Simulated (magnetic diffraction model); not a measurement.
# Magnetic neutron pattern of HoNiB2

Space group Amm2 (no. 38), a = 3.4700 Å, b = 4.3530 Å, c = 5.6930 Å.

```csv
site,atom,x,y,z
2a,Ho,0,1/2,0.5019
2b,Ni,1/2,1/2,0.1090
4e,B,1/2,0.6539,0.8104
```

This is a made-up structure (elements placed in a structure type, unrelaxed), so the numbers test the method and describe no known phase.

Only Ho is taken to order (form factors of Ho3+); orders and moment sizes are assumed, and not adapted to the symmetry. Radiation: neutrons of λ = 2.41 Å (absorption by B left out), 8° to 100°; isotropic B of 0.1 Å² (Ho), 0.13 Å² (Ni) and 0.2 Å² (B). Simulated constant-wavelength pattern: nuclear and magnetic terms add, the magnetic one as |2.695 fm × Σ f S⊥ exp(2πi Q·r) exp(−B s²)|², summed over all Q at one angle with the factor 1/(sin²θ cos θ). For collinear order S is the moment m, which repeats by lattice and centring translations R with the sign exp(−2πi k·R). Free-ion form factors, Sears's scattering lengths of 1992, no absorption; a label names one of the reflections at its angle. The strongest nuclear line in the range is 100, and lines under 0.2 are left out.

Assume the order k = (0 0 0), collinear moments along [001], 8.2 μB on Ho.

Q: Where does magnetic intensity appear, and how strong is it?

```csv
2θ (°),index,nuclear,magnetic
40.64,(1 0 0),23.3,58.1
40.79,(0 1 1),1.5,72.8
50.09,(0 0 2),1.4,0.0
58.94,(1 1 1),100.0,86.2
66.40,(1 0 2),24.2,16.6
67.23,(0 2 0),13.1,20.1
81.62,(1 2 0),0.2,27.2
87.69,(0 1 3),41.7,3.8
87.98,(2 0 0),37.6,11.8
88.36,(0 2 2),29.6,14.8
```

The strongest magnetic line in the range is (1 1 1) at 58.94° (86.2). On top of the Lorentz factor, which all lines share, magnetic lines fade with angle because f falls: for Ho3+ it is 0.96, 0.85, 0.71 and 0.44 at sin θ/λ = 0.1, 0.2, 0.3 and 0.5 Å⁻¹, while nuclear lengths stay constant. The net moment is 8.20 μB a primitive cell.

[Logs are printed without paths, hosts, clocks, repeated set-up lines and the standing remarks that a program may print on its own settings, such as how far it seeks lower states.]
